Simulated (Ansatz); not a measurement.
# What NbInSe3 (model cell, started as cubic perovskite with Nb in the octahedra) distorts into

Aim: this structure of NbInSe3 (model cell, started as cubic perovskite with Nb in the octahedra) is to be tested for unstable modes, and one is followed downhill.

Calculated with Ansatz 0.2.0; DFT PBE, scalar-relativistic, plane waves, PAW; PAW set soft_1.

The structure was built from a prototype and need not be the compound's stable phase.

## Step 1: The structure

The structure is cubic, space group Pm-3m (No. 221). The conventional cell has a = 5.104 Å, b = 5.104 Å, c = 5.104 Å, α = 90.00°, β = 90.00°, γ = 90.00°. Nearest to In lie 12 Se at 3.61 Å. Nb has 6 Se at 2.55 Å nearest. Nearest to Se lie 2 Nb at 2.55 Å. Farther neighbours and most contacts between anions are not listed.

Coordinates:

```cif
data_structure
_symmetry_space_group_name_H-M 'P 1'
_symmetry_Int_Tables_number 1
_cell_length_a 5.1035
_cell_length_b 5.1035
_cell_length_c 5.1035
_cell_angle_alpha 90.000
_cell_angle_beta 90.000
_cell_angle_gamma 90.000
_cell_volume 132.93
loop_
_atom_site_label
_atom_site_type_symbol
_atom_site_fract_x
_atom_site_fract_y
_atom_site_fract_z
_atom_site_occupancy
In1 In 0.00000 0.00000 0.00000 1
Nb2 Nb 0.50000 0.50000 0.50000 1
Se3 Se 0.50000 0.50000 0.00000 1
Se4 Se 0.50000 0.00000 0.50000 1
Se5 Se 0.00000 0.50000 0.50000 1
```

## Step 2: Phonons on a q mesh

The cell comes from relaxations at this level that are not shown. Stability and thermal properties need the whole zone. Linear response on a 2×2×2 q mesh gives force constants as far as a supercell of that size would.

The input, input.yaml:

```yaml
crystal:
  lattice:
    - [5.1035173521, 0.0, 0.0]
    - [0.0, 5.1035173521, 0.0]
    - [0.0, 0.0, 5.1035173521]
  atoms:
    - { symbol: In, position: [0.0, 0.0, 0.0] }
    - { symbol: Nb, position: [0.5, 0.5, 0.5] }
    - { symbol: Se, position: [0.5, 0.5, 0.0] }
    - { symbol: Se, position: [0.5, 0.0, 0.5] }
    - { symbol: Se, position: [0.0, 0.5, 0.5] }
kpoints:
  mp_grid: { grid: [8, 8, 8] }
hamiltonian:
  xc: pbe
  pseudopotentials: { kind: paw, azcp: { folder: soft_1 } }
scf:
  occupations: { method: methfessel_paxton, width: 0.2 }
output:
  eigenvalues: true
phonons:
  method: dfpt
  qmesh: [2, 2, 2]
  temperatures: { t_max: 1000, t_step: 50 }
  qpath:
    path:
      - [[0.0, 0.0, 0.0], [0.0, 0.5, 0.0], [0.5, 0.5, 0.0], [0.0, 0.0, 0.0], [0.5, 0.5, 0.5], [0.0, 0.5, 0.0]]
      - [[0.5, 0.5, 0.5], [0.5, 0.5, 0.0]]
    npoints: 10
```

Run with:

```
$ ansatz run input.yaml --threads 4 --pin off --max-ram 16384MiB --backend cpu --events-out ev --progress --plain --runs-dir out
```

Numbers of over 12 decimals in the logs are rounded to 6 here.

Output:

```text
Engine: ansatz 0.2.0, aarch64-unknown-linux-gnu
Pseudopotentials: kind: paw
Pseudopotential: In, paw, valence charge 13, recommended cutoff 420 eV (normal), soft_1/In.paw.azcp
Pseudopotential: Nb, paw, valence charge 13, recommended cutoff 420 eV (normal), soft_1/Nb.paw.azcp
Pseudopotential: Se, paw, valence charge 16, recommended cutoff 420 eV (normal), soft_1/Se.paw.azcp
Functional definition: PBE
  parameter kappa = 0.804
  parameter beta = 0.066725
  exchange = pbe_x(kappa = kappa, mu = beta*pi^2/3)
  correlation = pbe_c(beta = beta)
Crystal: 5 atoms, lattice volume = 132.926 Å³
Basis set: ecut = 420 eV, 2553 PW (Γ), exchange–correlation on 72×72×72 points (8 copies of the dense FFT grid, shifted against one another)
Bands: 45, of which v1, the nominal top of the filled ones, is band 37 counted from 1 (36 counted from 0)
Symmetry: 48 space group operations
k-points: 35 of 512
Non-local potential: In, projectors of the file, l = 0: 2, l = 1: 2, l = 2: 2, l = 3: 1
Non-local potential: Nb, projectors of the file, l = 0: 3, l = 1: 2, l = 2: 2, l = 3: 1
Non-local potential: Se, projectors of the file, l = 0: 2, l = 1: 2, l = 2: 3, l = 3: 1
PAW form: soft (Blöchl's): semilocal exchange-correlation on the pseudo side does not see the compensation charge
PAW one-centre angular grid: In, 590 points (default); XC on 64 Gauss nodes
PAW one-centre angular grid: Nb, 590 points (default); XC on 64 Gauss nodes
PAW one-centre angular grid: Se, 590 points (default); XC on 64 Gauss nodes
Initial density: superposition of atomic densities (chi_scale 0.1, normalization cell, long waves kept (reshape's long-wave potential 0.00 eV rms))
Initial wavefunctions: pseudopotential atomic-orbital guess
Functional: x = pbe(κ = 0.804, μ = 0.219515), c = pbe(β = 0.066725)
SCF iter   1: F=—  HF=-26559.910924 eV  |F-HF|=—  |Δ(HF+E_count)|=         —  Δρ=3.38e-2  dr2=1.31e0  ethr=3.10e-3  ⟨swp⟩=6.5  Hψ=5560  notcnv=0
preconditioner: auto → Kerker (q_TF=auto, 2.475 Å⁻¹)  [metal: Δε(μ)=0.018 eV  Ē_g=10.519 eV  σ=0.200 eV  W_gap=0.07  n_scr=32 (ndim 8)  ℏωp=19.3 eV  f_vac=0.005  D(μ)=4.81/eV (n_scr^D=32)]
SCF iter   2: F=—  HF=-26559.564165 eV  |F-HF|=—  |Δ(HF+E_count)|=   3.47e-1  S|Δr|=    0.00e0  Δρ=1.96e-2  dr2=4.26e-1  ethr=1.77e-3  ⟨swp⟩=2.0  Hψ=2695  notcnv=0  defer=47
SCF iter   3: F=—  HF=-26559.414919 eV  |F-HF|=—  |Δ(HF+E_count)|=   1.49e-1  S|Δr|=    0.00e0  Δρ=4.71e-3  dr2=3.48e-2  ethr=5.76e-4  ⟨swp⟩=2.0  Hψ=2387  notcnv=0  defer=47
SCF iter   4: F=—  HF=-26559.410701 eV  |F-HF|=—  |Δ(HF+E_count)|=   4.22e-3  S|Δr|=    0.00e0  Δρ=1.73e-3  dr2=6.67e-3  ethr=4.71e-5  ⟨swp⟩=2.0  Hψ=2796  notcnv=0  defer=47
SCF iter   5: F=—  HF=-26559.410209 eV  |F-HF|=—  |Δ(HF+E_count)|=   4.91e-4  S|Δr|=    0.00e0  Δρ=7.13e-4  dr2=1.16e-3  ethr=9.02e-6  ⟨swp⟩=2.2  Hψ=2558  notcnv=0  defer=47
SCF iter   6: F=—  HF=-26559.410597 eV  |F-HF|=—  |Δ(HF+E_count)|=   3.88e-4  S|Δr|=    0.00e0  Δρ=3.00e-4  dr2=2.86e-4  ethr=1.57e-6  ⟨swp⟩=2.1  Hψ=1917  notcnv=0  defer=47
SCF iter   7: F=—  HF=-26559.410768 eV  |F-HF|=—  |Δ(HF+E_count)|=   1.71e-4  S|Δr|=    0.00e0  Δρ=8.27e-5  dr2=1.92e-5  ethr=3.86e-7  ⟨swp⟩=2.0  Hψ=2163  notcnv=0  defer=47
SCF iter   8: F=—  HF=-26559.410781 eV  |F-HF|=—  |Δ(HF+E_count)|=   1.24e-5  S|Δr|=    0.00e0  Δρ=2.35e-5  dr2=1.59e-6  ethr=2.59e-8  ⟨swp⟩=2.3  Hψ=2282  notcnv=0  defer=47
SCF iter   9: F=—  HF=-26559.410781 eV  |F-HF|=—  |Δ(HF+E_count)|=   5.19e-7  S|Δr|=    0.00e0  Δρ=7.92e-6  dr2=1.59e-7  ethr=2.15e-9  ⟨swp⟩=2.2  Hψ=2869  notcnv=0  defer=49
SCF iter  10: F=—  HF=-26559.410781 eV  |F-HF|=—  |Δ(HF+E_count)|=   2.82e-8  S|Δr|=    0.00e0  Δρ=2.20e-6  dr2=1.38e-8  ethr=2.14e-10  ⟨swp⟩=2.0  Hψ=2793  notcnv=0  defer=49
SCF iter  11: F=—  HF=-26559.410781 eV  |F-HF|=—  |Δ(HF+E_count)|=   4.64e-9  S|Δr|=    0.00e0  Δρ=7.72e-7  dr2=1.42e-9  ethr=1.86e-11  ⟨swp⟩=2.0  Hψ=2791  notcnv=0  defer=49
SCF iter  12: F=—  HF=-26559.410781 eV  |F-HF|=—  |Δ(HF+E_count)|=  8.66e-10  S|Δr|=    0.00e0  Δρ=2.67e-7  dr2=1.49e-10  ethr=1.92e-12  ⟨swp⟩=2.0  Hψ=1848  notcnv=0  defer=49
SCF iter  13: F=-26559.410781 eV  HF=-26559.410781 eV  |F-HF|=3.64e-12  |Δ(HF+E_count)|=  1.16e-10  S|Δr|=    0.00e0  Δρ=6.24e-8  dr2=5.70e-12  ethr=1.00e-12  ⟨swp⟩=9.8  Hψ=8680  notcnv=0
SCF 1 converged in 13 iterations: F = -26559.410781 eV  dr2 = 5.70e-12
  greatest PAW one-centre occupation: 1.000 electrons in one spin orbital (limit 2), on the Se atom at site 3 (counted from 0), in its partial waves of l = 2
Initial density: read from a saved state, or passed on in memory by an earlier SCF of this step, an earlier step, the calling program or the single point that the run made first
iter 1 solved again at ethr=2.06e-7 eV; its pass at ethr=3.10e-3 eV (dr2=1.53e-4 eV) is discarded
SCF iter   1: F=—  HF=-26559.410784 eV  |F-HF|=—  |Δ(HF+E_count)|=         —  Δρ=7.31e-7  dr2=9.00e-10  ethr=2.06e-7  ⟨swp⟩=3.0  Hψ=9309  notcnv=0
eigensolver tolerance schedule: the retry pair's looser diagonalisation over-reported the residual by 169418.90 of it (diagonalisation noise at an unbounded share of the residual, at the tolerance the schedule requests for it); recorded, not acted on — ethr = c·dr2/N_el stays at c = 1.0e-1
preconditioner: auto → LDOS  [metal: Δε(μ)=0.003 eV  Ē_g=10.136 eV  σ=0.200 eV  W_gap=0.01  n_scr=32 (ndim 8)  ℏωp=19.3 eV  f_vac=0.025  D(μ)=4.32/eV (n_scr^D=26)  β→1.0]
SCF iter   2: F=—  HF=-26559.410781 eV  |F-HF|=—  |Δ(HF+E_count)|=   2.71e-6  S|Δr|=    0.00e0  Δρ=9.28e-7  dr2=1.74e-9  ethr=1.22e-12  ⟨swp⟩=4.0  Hψ=4489  notcnv=0
SCF iter   3: F=—  HF=-26559.410781 eV  |F-HF|=—  |Δ(HF+E_count)|=  3.97e-10  S|Δr|=    0.00e0  Δρ=4.17e-7  dr2=2.77e-10  ethr=1.22e-12  ⟨swp⟩=2.0  Hψ=2823  notcnv=0
SCF iter   4: F=—  HF=-26559.410781 eV  |F-HF|=—  |Δ(HF+E_count)|=  7.28e-12  S|Δr|=    0.00e0  Δρ=3.10e-7  dr2=1.62e-10  ethr=1.00e-12  ⟨swp⟩=1.0  Hψ=1575  notcnv=0
SCF iter   5: F=-26559.410781 eV  HF=-26559.410781 eV  |F-HF|=3.64e-12  |Δ(HF+E_count)|=  1.82e-11  S|Δr|=    0.00e0  Δρ=4.01e-8  dr2=2.58e-12  ethr=1.00e-12  ⟨swp⟩=2.5  Hψ=4697  notcnv=0
SCF 2 converged in 5 iterations: F = -26559.410781 eV  dr2 = 2.58e-12
phonons: the bands overlap, so this run is a metal and interpolates without the dipole-dipole term. If the crystal is really an insulator or semiconductor, its LO-TO splitting is missing
NSCF: frozen V_eff on 35 k-points
NSCF: frozen V_eff on 125 k-points
DFPT response loops at q = (0, 0, 0) (fractional): preconditioner auto → Kerker (q_TF=auto, 2.475 Å⁻¹) (partly filled bands, converged f_vac=0.025); β = 1.00, the filter's whole step (`scf.mixing.beta` (0.50) is not read by the response loops under this deck's `scf.mixing.preconditioner`; to damp them name `kerker` or `kerker_dos`, under which they read `scf.mixing.beta`, and type it under 1.00, their step now; both keys bind the ground state too); Broyden in place of MSR1
NSCF: frozen V_eff on 250 k-points
DFPT response loops at q = (0, 0, -0.5) (fractional): mixed as the last ones told, above
NSCF: frozen V_eff on 250 k-points
DFPT response loops at q = (0, -0.5, -0.5) (fractional): mixed as the last ones told, above
NSCF: frozen V_eff on 250 k-points
DFPT response loops at q = (-0.5, -0.5, -0.5) (fractional): mixed as the last ones told, above
SCF converged after 13 iterations
Stability not checked: this state was not tested for a lower state beside it, because cold or Methfessel-Paxton smearing, or corrected tetrahedra, fill the levels in a way that the test cannot read (fill_not_monotonic; see scf.lower_state_search)
Free energy (F): -26559.410781 eV
Harris-Foulkes:  -26559.410781 eV  (|F-HF|=3.64e-12)
Internal energy: -26559.392487 eV  (E = F + TS)
E sigma→0 (E₀):  -26559.406208 eV
Entropy (-TS):   -0.018294 eV (-3.659 meV/atom)
Fermi energy:    8.182792 eV
Step filling:    the computed levels leave a gap of 0.0027 eV = 0.0 smearing widths at the electron count; against every level under it full and every level over it empty, smearing changes F+E_penalty+E_count by -10.351 meV and its σ→0 estimate by -5.778 meV
--- Per-component energies (eV) ---
  E_band       = -1388.958660
  E_kinetic    = 914.682702
  E_local      = -10500.515310  (includes V_loc(G=0)·N_el)
  E_nonlocal   = -642.994076
  E_hartree    = 5174.305009
  E_xc         = -563.763094
  E_vxc        = -560.144193  (∫ρ·V_xc dr)
  E_paw        = -13674.905741  (= ΣΔE_a)
  E_vpaw       = -948.596644  (= ΣTr[D̂ρ^β])
  E_aug_tail   = -0.001037  (compensation charges beyond the density's cutoff)
  E_ewald      = -7266.200941
  E_smearing   = -0.018294  (= −TS)
  E_closure    = -0.000000  (closes the sum)
  Σ components = -26559.410781   (vs F -26559.410781, Δ=0.00e0)
--- Band table (eV; the first three rows and the last of 35) ---
  k-point 0: bands = [... 33 lower, 7.0287, 7.4426, 7.4426, 7.4426, 7.5367, 7.5367, 7.5367, 9.2094, ... 4 higher]
  k-point 1: bands = [... 33 lower, 6.9571, 7.1076, 7.3820, 7.3820, 7.4473, 8.1460, 8.1460, 9.2126, ... 4 higher]
  k-point 2: bands = [... 33 lower, 6.7964, 7.0921, 7.4263, 7.4263, 7.4586, 8.8753, 8.8753, 9.2191, ... 4 higher]
  k-point 34: bands = [... 33 lower, 4.5712, 8.3982, 8.3982, 8.3982, 9.5002, 9.5002, 9.5002, 13.5451, ... 4 higher]
--- Phonons (Γ-DFPT): 4 representative perturbations + reference (Σ response iterations 12) ---
  ASR residual: 4.634e-5 → 0.000e0 eV/Å²; symmetrization residual: 5.974e-5 eV/Å²
  ASR residual per site (eV/Å²): 3.42e-5 4.63e-5 3.21e-5 3.21e-5 3.21e-5
  Γ frequencies (cm⁻¹): -32.66 -32.66 -32.66 0.00 0.00 0.00 46.17 46.17 46.17 54.46 54.46 54.46 198.43 198.43 198.43
--- Phonons (arbitrary-q DFPT): 4 irreducible q on the 2×2×2 mesh ---
  q = [0.0000, 0.0000, 0.0000] (star 1, of the zone-centre solve; hermiticity 1.38e-5, symmetrization 9.20e-12): -32.66 -32.66 -32.66 0.00 0.00 0.00 46.17 46.17 46.17 54.46 54.46 54.46 198.43 198.43 198.43
  q = [0.0000, 0.0000, -0.5000] (star 3, 9 solved perturbations in 975 linear systems a pass and spin channel, the states on 125 of 512 k-point pairs; hermiticity 4.81e-6, symmetrization 1.55e-9): -22.69 -22.69 -19.59 -19.59 6.16 41.03 41.03 64.01 78.20 78.20 78.28 173.81 193.03 193.03 231.15
  q = [0.0000, -0.5000, -0.5000] (star 3, 9 solved perturbations in 975 linear systems a pass and spin channel, the states on 125 of 512 k-point pairs; hermiticity 7.67e-6, symmetrization 3.28e-9): -61.78 -47.11 -28.32 -28.32 -15.01 22.13 69.95 69.95 73.57 73.57 117.67 174.81 174.81 184.38 251.78
  q = [-0.5000, -0.5000, -0.5000] (star 1, 4 solved perturbations in 350 linear systems a pass and spin channel, the states on 125 of 512 k-point pairs; hermiticity 9.10e-6, symmetrization 8.44e-12): -138.62 -138.62 -61.40 -61.40 -61.40 -20.15 -20.15 -20.15 112.57 112.57 112.57 173.30 173.30 173.30 270.32
  sum rule: each row above includes the acoustic sum rule's correction from the zone centre's row sums; it moved no ω² by more than (0.37 cm⁻¹)²
  mesh force constants: q→R imaginary residual 5.48e-18; ASR residual 4.634e-5 → 0.000e0 eV/Å²; symmetrization residual 5.329e-15 eV/Å²
  interpolated dispersion: 62 rows × 15 modes
  density of states and harmonic sums: on the 12×12×12 q-mesh, interpolated from the force constants of a 2×2×2 supercell (no non-analytic term)
  largest difference from the sums on the solved wave vectors: F 9.56e-2 eV, S 1.44e-4 and C_V 5.03e-5 eV/K
  zero-point energy: 0.072830 eV/cell   skipped modes (ω ≤ 0): 402, of them read as no rigid motion or as one in doubt: 399 (4.561e0 modes/cell left out, lowest -138.62 cm⁻¹)   left out of the sums: 3.04e-1 of the cell's modes: C_V's classical limit lies that fraction below 3 k_B per atom; for a crystal, a wire or a layer, F and S can be off by more, and a phonons.interpolated_qmesh denser along its periods is the remedy for the sampling
```

The job ended after 7.2 min (4 threads of Arm Neoverse V2, shared host; peak memory 2.1 GiB; 28 min of CPU time).

Numbers from this step:

```
volume per atom                                         : 26.59 Å³
gap on the k-mesh                                       : 0 eV
sum-rule residual before enforcement                    : 4.63e-5 eV/Å²
lowest frequency on the path                            : -138.6 cm⁻¹
point group                                             : m-3m
highest frequency on the path or at a solved wavevector : 270.4 cm⁻¹
highest optical mode at the zone centre (no LO-TO term) : 198.4 cm⁻¹
lowest optical zone-centre mode                         : -32.66 cm⁻¹
lowest mode on the q mesh (acoustic modes at Γ apart)   : -138.6 cm⁻¹
```

Frequencies (cm⁻¹) solved at each irreducible wavevector; negative means imaginary. Frequencies by wavevector, by row:

```tsv
q in reciprocal lattice units	star	mode 1	mode 2	mode 3	mode 4	mode 13	mode 14	mode 15
0 0 0	1	-32.7	-32.7	-32.7	0	198.4	198.4	198.4
0 0 -0.5	3	-22.7	-22.7	-19.6	-19.6	193	193	231.2
0 -0.5 -0.5	3	-61.8	-47.1	-28.3	-28.3	174.8	184.4	251.8
-0.5 -0.5 -0.5	1	-138.6	-138.6	-61.4	-61.4	173.3	173.3	270.3
```

Interpolated from a 2×2×2 q mesh. The phonon branches at the labelled points (cm⁻¹):

```tsv
point	branch 1	branch 2	branch 3	branch 4	branch 12	branch 13	branch 14	branch 15
Γ	-33	-33	-33	0	54	198	198	198
halfway	-27	-27	-18	12	126	196	196	214
X	-23	-23	-20	-20	174	193	193	231
halfway	-35	-32	-28	-25	150	174	189	247
M	-62	-47	-28	-28	175	175	184	252
halfway	-27	-24	-23	-21	126	170	193	235
Γ	-33	-33	-33	0	54	198	198	198
halfway	-33	-33	-28	-23	127	159	159	254
R	-139	-139	-61	-61	173	173	173	270
halfway	-36	-36	-33	-30	135	149	174	263
X	-23	-23	-20	-20	174	193	193	231
jump to R	-139	-139	-61	-61	173	173	173	270
halfway	-97	-62	-33	-33	134	174	174	268
M	-62	-47	-28	-28	175	175	184	252
```

Symmetry leaves 4 wavevectors to solve. The lowest mode among them, the acoustic zeros apart, lies at q = (-0.5, -0.5, -0.5) and is imaginary, 138.6i cm⁻¹, so the energy falls along it.

## Step 3: The mode frozen in, largest atomic shift 0 Å

The mode followed lies at q = (-0.5, -0.5, -0.5) with frequency 138.6i cm⁻¹ and is 2-fold degenerate, the softest among the wavevectors solved. At small amplitude the distorted cell has space group no. 140 by a symmetry search on the positions. The undistorted cell that holds it gives the zero of energy on the same k mesh.

System of this step: NbInSe3 (model cell, started as cubic perovskite with Nb in the octahedra). The structure is cubic, space group Pm-3m (No. 221). The conventional cell has a = 5.104 Å, b = 5.104 Å, c = 5.104 Å, α = 90.00°, β = 90.00°, γ = 90.00°. Nearest to In lie 12 Se at 3.61 Å. Nearest to Nb lie 6 Se at 2.55 Å. Nearest to Se lie 2 Nb at 2.55 Å. Farther neighbours and most contacts between anions are not listed.

input.yaml, the sections that differ from step 2:

```yaml
crystal:
  lattice:
    - [5.1035173521, 5.1035173521, 0.0]
    - [5.1035173521, 0.0, 5.1035173521]
    - [5.1035173521, 0.0, -5.1035173521]
  atoms:
    - { symbol: In, position: [0.0, 0.5, 0.5] }
    - { symbol: In, position: [0.0, 0.0, 0.0] }
    - { symbol: Nb, position: [0.5, 0.25, 0.75] }
    - { symbol: Nb, position: [0.5, 0.75, 0.25] }
    - { symbol: Se, position: [0.5, 0.5, 0.5] }
    - { symbol: Se, position: [0.5, 0.0, 0.0] }
    - { symbol: Se, position: [0.0, 0.0, 0.5] }
    - { symbol: Se, position: [0.0, 0.5, 0.0] }
    - { symbol: Se, position: [0.5, 0.0, 0.5] }
    - { symbol: Se, position: [0.5, 0.5, 0.0] }
output:
  forces: true
  stress: true
  eigenvalues: true
# kpoints, hamiltonian, scf: as in step 2
# phonons: removed
```

Output:

```text
[...]
Crystal: 10 atoms, lattice volume = 265.851 Å³
Basis set: ecut = 420 eV, 5065 PW (Γ), exchange–correlation on 100×100×100 points (8 copies of the dense FFT grid, shifted against one another)
Bands: 89, of which v1, the nominal top of the filled ones, is band 74 counted from 1 (73 counted from 0)
Symmetry: 96 space group operations
[...]
k-points: 29 of 512
[...]
k-point 0: bands = [... 70 lower, 7.4502, 7.5351, 7.5351, 7.5351, 8.3937, 8.3937, 8.3937, 9.2176, ... 11 higher]
  k-point 1: bands = [... 70 lower, 7.3132, 7.8579, 7.8579, 7.9389, 8.2722, 8.2722, 8.3253, 9.4252, ... 11 higher]
  k-point 2: bands = [... 70 lower, 7.1864, 7.9569, 7.9569, 8.1408, 8.3130, 8.3130, 8.4274, 9.2383, ... 11 higher]
  k-point 28: bands = [... 70 lower, 7.0169, 7.0169, 7.6934, 7.6934, 8.9716, 8.9716, 9.6941, 9.6941, ... 11 higher]
[key lines of the parts left out:]
SCF converged after 10 iterations
Free energy (F): -53118.864926 eV
Fermi energy:    8.170512 eV
P = ⅓ Tr σ = -0.0690 GPa (-0.690 kbar)
```

It took 10 s on 4 threads; peak memory 1.2 GiB.

Numbers from this step:

```
pressure                         : -0.06897 GPa
energy from the undistorted cell : 0 meV/atom
```

The run ends at a pressure of -0.07 GPa.

## Step 4: The mode frozen in, largest atomic shift 0.04 Å

The atoms are moved along the unstable eigenvector, the largest shift by 0.04 Å, with the cell fixed.

input.yaml, the sections that differ from step 3:

```yaml
crystal:
  lattice:
    - [5.1035173521, 5.1035173521, 0.0]
    - [5.1035173521, 0.0, 5.1035173521]
    - [5.1035173521, 0.0, -5.1035173521]
  atoms:
    - { symbol: In, position: [0.0, 0.5, 0.5] }
    - { symbol: In, position: [0.0, 0.0, 0.0] }
    - { symbol: Nb, position: [0.5, 0.25, 0.75] }
    - { symbol: Nb, position: [0.5, 0.75, 0.25] }
    - { symbol: Se, position: [0.5, 0.5, 0.5] }
    - { symbol: Se, position: [0.5, 0.0, 0.0] }
    - { symbol: Se, position: [0.0078377318, -0.0039188659, 0.4960811341] }
    - { symbol: Se, position: [-0.0078377318, 0.5039188659, 0.0039188659] }
    - { symbol: Se, position: [0.5, 0.0039188659, 0.5039188659] }
    - { symbol: Se, position: [0.5, 0.4960811341, -0.0039188659] }
# kpoints, hamiltonian, scf, output: as in step 3
```

Output:

```text
[...]
Crystal: 10 atoms, lattice volume = 265.851 Å³
Basis set: ecut = 420 eV, 5065 PW (Γ), exchange–correlation on 100×100×100 points (8 copies of the dense FFT grid, shifted against one another)
Bands: 89, of which v1, the nominal top of the filled ones, is band 74 counted from 1 (73 counted from 0)
Symmetry: 16 space group operations
[...]
k-points: 59 of 512
[...]
k-point 0: bands = [... 70 lower, 7.4436, 7.5381, 7.5381, 7.5389, 8.4059, 8.4059, 8.4288, 9.2142, ... 11 higher]
  k-point 1: bands = [... 70 lower, 7.3162, 7.8210, 7.8457, 7.9202, 8.2912, 8.3105, 8.3594, 9.4271, ... 11 higher]
  k-point 2: bands = [... 70 lower, 7.1852, 7.9258, 7.9465, 8.1055, 8.3300, 8.3678, 8.4514, 9.2412, ... 11 higher]
  k-point 58: bands = [... 70 lower, 7.0160, 7.0160, 7.6963, 7.6963, 8.9751, 8.9751, 9.6988, 9.6988, ... 11 higher]
[key lines of the parts left out:]
SCF converged after 10 iterations
Free energy (F): -53118.871748 eV
Fermi energy:    8.175373 eV
P = ⅓ Tr σ = 0.0233 GPa (0.233 kbar)
```

It took 21 s on 4 threads; peak memory 1.5 GiB; 82 s of CPU time.

This step gave:

```yaml
pressure: 0.02328 GPa
gap_on_the_k_mesh: 0.05638 eV
energy_from_the_undistorted_cell: -1.054 meV/atom
```

The energy, extrapolated to zero smearing, is -1.05 meV/atom against the undistorted cell.

The run ends at a pressure of 0.02 GPa, with forces up to 0.049 eV/Å.

(Part 1 of 2 ends here.)

[Logs are printed without paths, hosts, clocks, repeated set-up lines and the standing remarks that a program may print on its own settings, such as how far it seeks lower states.]

[Hosts, paths, dates, database ids (printed as entryN), source tags and the programs' standing remarks are cut or masked in the printed files.]
